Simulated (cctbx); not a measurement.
# DyCd2I7 with cctbx, script by script

Library: cctbx 2025.11. The data are simulated by the first script.

## 1. Simulate the data

run.py:

```python
from cctbx import adptbx, crystal, miller, sgtbx, xray
from cctbx.array_family import flex
from iotbx.shelx import hklf
from scitbx import matrix
import scitbx.random

cs = crystal.symmetry(unit_cell=(7.819, 17.81, 11.928, 90, 90.64, 90), space_group_symbol='Hall: -P 2ybc')  # P2_1/c
atoms = [  # label, site, U (iso, or U11 U22 U33 U12 U13 U23 in A^2), occupancy
    ("Dy1", (0.2201, 0.129, 0.2218), (0.0020, 0.0016, 0.0026, -0.0007, 0.0006, 0.0001), 1),
    ("I1", (0.7063, 0.8555, 0.037), (0.0070, 0.0088, 0.0057, 0.0012, -0.0013, 0.0005), 1),
    ("I2", (0.0235, 0.6014, 0.0662), (0.0028, 0.0036, 0.0027, 0.0004, 0.0002, 0.0004), 1),
    ("I3", (0.4951, 0.6018, 0.0793), (0.0053, 0.0070, 0.0048, 0.0010, -0.0001, -0.0002), 1),
    ("I4", (0.8593, 0.065, 0.1154), (0.0062, 0.0061, 0.0096, 0.0007, -0.0015, 0.0005), 1),
    ("I5", (0.502, 0.259, 0.1972), (0.0047, 0.0049, 0.0051, 0.0013, -0.0012, 0.0003), 1),
    ("I6", (0.9992, 0.2806, 0.2073), (0.0035, 0.0029, 0.0024, 0.0012, 0.0000, -0.0001), 1),
    ("I7", (0.3021, 0.9527, 0.2147), (0.0040, 0.0045, 0.0033, 0.0013, -0.0006, -0.0008), 1),
    ("Cd1", (0.2583, 0.7833, 0.0496), (0.0035, 0.0032, 0.0037, 0.0002, 0.0003, 0.0002), 1),
    ("Cd2", (0.2664, 0.4422, 0.1727), (0.0042, 0.0025, 0.0034, 0.0001, -0.0007, 0.0002), 1),
]
xs = xray.structure(crystal_symmetry=cs)
for label, site, u, occ in atoms:
    u = adptbx.u_cif_as_u_star(cs.unit_cell(), u) if isinstance(u, tuple) else u
    xs.add_scatterer(xray.scatterer(label, site=site, u=u, occupancy=occ))
xs.set_inelastic_form_factors(0.56087, "sasaki")
xs.show_summary()
p1 = xs.expand_to_p1()
ms = miller.build_set(p1, anomalous_flag=True, d_min=0.8)
flex.set_random_seed(989401)
scitbx.random.set_random_seed(989401)
ms = ms.select(flex.random_double(ms.size()) < 0.8)
i = ms.structure_factors_from_scatterers(p1, algorithm="direct").f_calc().as_intensity_array().data()
i = i / flex.sqrt(1 + 0.3 * i / flex.max(i))  # extinction
i = i * 20000 / flex.max(i)
sig = flex.sqrt(i + flex.pow2(0.03 * i) + 2 ** 2)
noise = scitbx.random.variate(scitbx.random.normal_distribution())(i.size())
data = ms.array(data=i + sig * noise, sigmas=sig).set_observation_type_xray_intensity()
with open("data.hkl", "w") as f:
    data.export_as_shelx_hklf(f)
print("reflections written:", data.size(), " <I/sigma> = %.1f" % flex.mean(data.data() / data.sigmas()))
for h, a, b in list(data.sort("data"))[:12]:
    print("%4d%4d%4d %9.1f %7.1f" % (h + (a, b)))
```

```console
$ python run.py
```

```text
Number of scatterers: 10
At special positions: 0
Unit cell: (7.819, 17.81, 11.928, 90, 90.64, 90)
Space group: P 1 21/c 1 (No. 14)
reflections written: 10902  <I/sigma> = 15.2
  -4   0   0   20591.4   616.4
   0   1  -4   17697.7   535.3
   0  -1  -4   17260.3   535.3
   0  -1   4   16861.5   535.3
  -2  -2  -2   15553.5   473.9
   2   3   2   15161.9   472.7
   2  -2   2   15116.6   473.9
  -2  -3  -2   15110.5   472.7
  -2   3  -2   15085.7   472.7
  -2   2  -2   14902.7   473.9
   2  -3   2   14703.6   472.7
   2   2   2   14683.4   473.9
```

It took 0.32 s on 1 thread of Arm Neoverse V2, on a shared host, peak memory 0.07 GiB.

## 2. Symmetry

run.py:

```python
from cctbx import crystal, sgtbx, statistics
from cctbx.array_family import flex
from iotbx.shelx import hklf

p1 = crystal.symmetry(unit_cell=(7.819, 17.81, 11.928, 90, 90.64, 90), space_group_symbol="P 1")
raw = hklf.reader(file_name="data.hkl").as_miller_arrays(crystal_symmetry=p1, anomalous=True)[0]
print(raw.size(), "reflections to d = %.3f A" % raw.d_min())
isig = raw.data() / raw.sigmas()
print("centring   violations  <I/sigma> of those")
best = "P"
for c in "ABCIRF":
    a = raw.customized_copy(space_group_info=sgtbx.space_group_info("Hall: %s 1" % c)).sys_absent_flags().data()
    m = flex.mean(isig.select(a))
    print("%5s %10d of %5d %8.1f" % (c, (isig.select(a) > 4).count(True), a.count(True), m))
    if (isig.select(a) > 4).count(True) < 0.01 * a.count(True):
        best = c
raw = raw.select(~raw.customized_copy(space_group_info=sgtbx.space_group_info("Hall: %s 1" % best)).sys_absent_flags().data())
isig = raw.data() / raw.sigmas()
rows = []
for s in sgtbx.space_group_symbol_iterator():
    g = sgtbx.space_group(s)
    if g.conventional_centring_type_symbol() != best or not g.is_compatible_unit_cell(p1.unit_cell(), 1e-3, 0.02):
        continue
    rows.append((s, g))
print("Laue class    unique    Rint  (classes that these axes allow; Friedel mates merged)")
rint = {}
for s, g in rows:
    laue = g.build_derived_patterson_group()
    key = laue.type().hall_symbol()
    if key not in rint:
        m = raw.customized_copy(space_group_info=laue.info(), anomalous_flag=False).merge_equivalents()
        rint[key] = m.r_int()
        print("%-14s %6d %7.3f" % (laue.type().lookup_symbol(), m.array().size(), m.r_int()))
floor = min(rint.values())
good = [(s, g) for s, g in rows if rint[g.build_derived_patterson_group().type().hall_symbol()] < 2 * floor + 0.03]
top = max(g.build_derived_patterson_group().order_z() for s, g in good)
print("space group    extra absences  I>4sigma  <I/sigma>")
for s, g in good:
    laue = g.build_derived_patterson_group()
    if laue.order_z() != top:
        continue
    a = raw.customized_copy(space_group_info=g.info()).sys_absent_flags().data()
    a &= ~raw.customized_copy(space_group_info=laue.info()).sys_absent_flags().data()
    bad = (isig.select(a) > 4).count(True)
    if bad <= 0.03 * a.count(True):
        print("%-16s %8d %10d %9s  %s" % (s.universal_hermann_mauguin(), a.count(True), bad, "%.1f" % flex.mean(isig.select(a)) if a.count(True) else "-", "centric" if g.is_centric() else "acentric"))
laue = max(good, key=lambda t: t[1].build_derived_patterson_group().order_z())[1].build_derived_patterson_group()
f = raw.customized_copy(space_group_info=laue.info(), anomalous_flag=False).merge_equivalents().array().eliminate_sys_absent().f_sq_as_f()
f.set_observation_type_xray_amplitude()
bins = max(3, min(8, f.size() // 12))
f.setup_binner(n_bins=bins)
w = statistics.wilson_plot(f, {e: n / laue.order_z() for e, n in {'Dy': 4.0, 'I': 28.0, 'Cd': 8.0}.items()}, e_statistics=True)
print("Wilson B = %.2f A^2   <|E^2-1|> = %.3f (0.968 centric, 0.736 acentric)   E^2>4: %.1f %%" % (w.wilson_b, w.mean_e_sq_minus_1, w.percent_e_sq_gt_2))
print("shell (A)         n   <I/sigma>")
m = raw.customized_copy(space_group_info=laue.info(), anomalous_flag=False).merge_equivalents().array().eliminate_sys_absent()
for b in m.setup_binner(n_bins=bins).range_used():
    sel = m.binner().selection(b)
    print("%5.2f - %4.2f %6d %8.1f" % (min(m.binner().bin_d_range(b)[0] if m.binner().bin_d_range(b)[0] > 0 else 99, 99), m.binner().bin_d_range(b)[1], sel.count(True), flex.mean((m.data() / m.sigmas()).select(sel))))
```

```console
$ python run.py
```

```text
10902 reflections to d = 0.800 A
centring   violations  <I/sigma> of those
    A       4602 of  5439     15.1
    B       4734 of  5488     15.3
    C       4612 of  5459     15.2
    I       4622 of  5403     14.9
    R       6199 of  7281     15.2
    F       6974 of  8193     15.2
Laue class    unique    Rint  (classes that these axes allow; Friedel mates merged)
P -1             6527   0.024
P 1 2/m 1        3503   0.029
space group    extra absences  I>4sigma  <I/sigma>
P 1 2 1                 0          0         -  acentric
P 1 21 1               16          0       0.1  acentric
P 1 m 1                 0          0         -  acentric
P 1 c 1               183          0      -0.2  acentric
P 1 2/m 1               0          0         -  centric
P 1 21/m 1             16          0       0.1  centric
P 1 2/c 1             183          0      -0.2  centric
P 1 21/c 1            199          0      -0.2  centric
Wilson B = 0.46 A^2   <|E^2-1|> = 0.939 (0.968 centric, 0.736 acentric)   E^2>4: 4.0 %
shell (A)         n   <I/sigma>
17.81 - 1.60    453     27.9
 1.60 - 1.27    443     25.3
 1.27 - 1.11    430     25.0
 1.11 - 1.01    450     24.7
 1.01 - 0.94    424     24.1
 0.94 - 0.88    436     21.5
 0.88 - 0.84    440     22.7
 0.84 - 0.80    427     20.7
```

Time: 0.31 s.

## 3. Charge flipping

run.py:

```python
import itertools
from cctbx import crystal, maptbx
from cctbx.array_family import flex
from iotbx.shelx import hklf
from smtbx.ab_initio import charge_flipping as cf

cs = crystal.symmetry(unit_cell=(7.819, 17.81, 11.928, 90, 90.64, 90), space_group_symbol='Hall: -P 2ybc')  # P2_1/c
raw = hklf.reader(file_name="data.hkl").as_miller_arrays(crystal_symmetry=cs, anomalous=True)[0]
merged = raw.eliminate_sys_absent().merge_equivalents()
fo2 = merged.array().set_observation_type_xray_intensity()
f = fo2.average_bijvoet_mates().f_sq_as_f().resolution_filter(d_min=0.9)
p1 = f.expand_to_p1()
p1.setup_binner_counting_sorted(reflections_per_bin=max(40, p1.size() // 12))
work = p1.array(data=p1.data() / p1.amplitude_quasi_normalisations().data())
flex.set_random_seed(19938)
it = cf.weak_reflection_improved_iterator(delta=None, weak_reflection_fraction=0.1)
it.start(work, phases=flex.random_double(p1.size()) * 6.2832, f_000=0)
it.delta = 0.9 * it.rho_map.sigma()
print("cycle      R  skewness")
for n, st in enumerate(itertools.islice(it, 6)):
    if n % 1 == 0:
        print("%5d %6.3f %8.2f" % (n, st.r1_factor(), st.rho_map.skewness()))
rho = p1.phase_transfer(it.f_calc).fft_map().apply_volume_scaling()
polish = cf.low_density_elimination_iterator(constant_rho_c=rho.sigma())
polish.start(f_obs=p1, phases=it.f_calc, f_000=0)
for _ in range(8):
    next(polish)
print("origin shift          correlation  skewness")
maps = []
for fc, shift, cc in itertools.islice(cf.f_calc_symmetrisations(f, polish.f_calc, 0), 4):
    m = f.phase_transfer(fc).fft_map(symmetry_flags=maptbx.use_space_group_symmetry, resolution_factor=0.25).apply_sigma_scaling()
    maps.append((m.skewness(), cc, m))
    print("%6.3f %6.3f %6.3f %10.3f %9.2f" % (tuple(shift) + (cc, m.skewness())))
skew, cc, m = max((t for t in maps if t[1] > maps[0][1] - 0.04), key=lambda t: t[0])
print("taken: symmetry correlation %.3f, skewness %.2f" % (cc, skew))
peaks = m.peak_search(parameters=maptbx.peak_search_parameters(min_distance_sym_equiv=0.9, max_clusters=15)).all()
sps = cs.special_position_settings(min_distance_sym_equiv=0.5)
print("peak      x       y       z  mult  height/sigma")
for k, (x, h) in enumerate(zip(peaks.sites(), peaks.heights())):
    ss = sps.site_symmetry(x)
    print("Q%-3d %7.4f %7.4f %7.4f %4d %8.1f" % ((k + 1,) + tuple(t % 1 for t in ss.exact_site()) + (ss.multiplicity(), h)))
```

```console
$ python run.py
```

```text
cycle      R  skewness
    0  0.653     0.12
    1  0.577     0.57
    2  0.486     0.82
    3  0.448     0.97
    4  0.433     1.05
    5  0.425     1.10
origin shift          correlation  skewness
 0.101  0.235  0.305      0.725      0.60
 0.296  0.240  0.252      0.723      0.67
 0.172  0.238  0.128      0.716      0.68
 0.292  0.239  0.006      0.728      0.93
taken: symmetry correlation 0.728, skewness 0.93
peak      x       y       z  mult  height/sigma
Q1    0.1468  0.7068  0.1776    4      8.4
Q2    0.3520  0.1069  0.5905    4      7.0
Q3    0.4011  0.7383  0.9208    4      6.5
Q4    0.3456  0.2064  0.3255    4      6.2
Q5    0.1703  0.1288  0.5901    4      6.0
Q6    0.9937  0.0921  0.0195    4      5.1
Q7    0.0898  0.0619  0.1307    4      4.9
Q8    0.1037  0.0912  0.8290    4      4.9
Q9    0.4056  0.7007  0.4014    4      4.6
Q10   0.2995  0.5213  0.7311    4      4.5
Q11   0.4457  0.0758  0.0475    4      4.4
Q12   0.3288  0.1639  0.6247    4      4.4
Q13   0.4227  0.5808  0.1466    4      4.1
Q14   0.1859  0.1759  0.0139    4      4.0
Q15   0.0727  0.5638  0.6797    4      3.9
```

Time: 0.41 s.

This run holds a fault made on purpose: far too few cycles.

## 4. Charge flipping

run.py, as its changes from the last script of this kind:

```diff
@@ -20,2 +20,2 @@
-for n, st in enumerate(itertools.islice(it, 6)):
-    if n % 1 == 0:
+for n, st in enumerate(itertools.islice(it, 300)):
+    if n % 25 == 0:
```

```console
$ python run.py
```

```text
cycle      R  skewness
    0  0.653     0.12
   25  0.426     1.28
   50  0.423     1.33
   75  0.432     1.43
  100  0.437     1.47
  125  0.432     1.64
  150  0.441     2.09
  175  0.458     4.34
  200  0.471     4.47
  225  0.467     4.52
  250  0.467     4.44
  275  0.467     4.51
origin shift          correlation  skewness
 0.030  0.147  0.303      0.741      0.68
 0.280  0.118  0.293      0.729      0.64
 0.048  0.180  0.296      0.729      0.74
 0.278  0.156  0.298      0.739      0.65
taken: symmetry correlation 0.729, skewness 0.74
peak      x       y       z  mult  height/sigma
Q1    0.2449  0.1465  0.9397    4      8.7
Q2    0.0471  0.0139  0.7076    4      6.2
Q3    0.2513  0.5543  0.5748    4      5.5
Q4    0.1925  0.6265  0.3011    4      5.3
Q5    0.2751  0.6232  0.5681    4      5.1
Q6    0.3326  0.1171  0.1297    4      4.8
Q7    0.0149  0.0373  0.0748    4      4.8
Q8    0.2415  0.7033  0.3156    4      4.5
Q9    0.2495  0.2065  0.1655    4      4.5
Q10   0.0250  0.1521  0.3742    4      4.5
Q11   0.3817  0.5172  0.8974    4      4.3
Q12   0.2527  0.7033  0.5491    4      4.3
Q13   0.0210  0.7498  0.0868    4      4.2
Q14   0.2658  0.0082  0.3094    4      4.2
Q15   0.5079  0.1381  0.6619    4      4.1
```

Time: 0.66 s.

## 5. Charge flipping

run.py, as its changes from the last script of this kind:

```diff
@@ -13,3 +13,2 @@
-p1.setup_binner_counting_sorted(reflections_per_bin=max(40, p1.size() // 12))
-work = p1.array(data=p1.data() / p1.amplitude_quasi_normalisations().data())
-flex.set_random_seed(19938)
+work = p1
+flex.set_random_seed(19939)
@@ -20,2 +19,2 @@
-for n, st in enumerate(itertools.islice(it, 300)):
-    if n % 25 == 0:
+for n, st in enumerate(itertools.islice(it, 600)):
+    if n % 50 == 0:
```

```console
$ python run.py
```

```text
cycle      R  skewness
    0  0.648     0.23
   50  0.446     1.71
  100  0.381     5.38
  150  0.373     5.05
  200  0.375     5.16
  250  0.371     5.18
  300  0.370     5.11
  350  0.368     5.02
  400  0.376     5.04
  450  0.363     5.04
  500  0.366     5.03
  550  0.367     5.16
origin shift          correlation  skewness
 0.086  0.177  0.303      0.758      0.71
 0.469  0.181  0.425      0.732      0.63
 0.339  0.174  0.308      0.741      0.71
 0.043  0.180  0.376      0.742      0.69
taken: symmetry correlation 0.758, skewness 0.71
peak      x       y       z  mult  height/sigma
Q1    0.4145  0.7114  0.1693    4      6.4
Q2    0.3971  0.1417  0.6197    4      5.9
Q3    0.3721  0.1883  0.5674    4      5.2
Q4    0.0738  0.6306  0.9059    4      4.8
Q5    0.4142  0.6239  0.4250    4      4.7
Q6    0.4550  0.5131  0.4661    4      4.6
Q7    0.0881  0.5275  0.7020    4      4.6
Q8    0.1589  0.0514  0.5839    4      4.6
Q9    0.2776  0.5611  0.0427    4      4.4
Q10   0.4231  0.6363  0.5389    4      4.4
Q11   0.1476  0.1581  0.3108    4      4.3
Q12   0.4703  0.2174  0.4784    4      4.3
Q13   0.4808  0.1631  0.9337    4      4.2
Q14   0.4290  0.5545  0.3797    4      4.2
Q15   0.1191  0.6612  0.7303    4      4.2
```

Time: 0.91 s.

[Logs are printed without paths, hosts, clocks, repeated set-up lines and the standing remarks that a program may print on its own settings, such as how far it seeks lower states.]
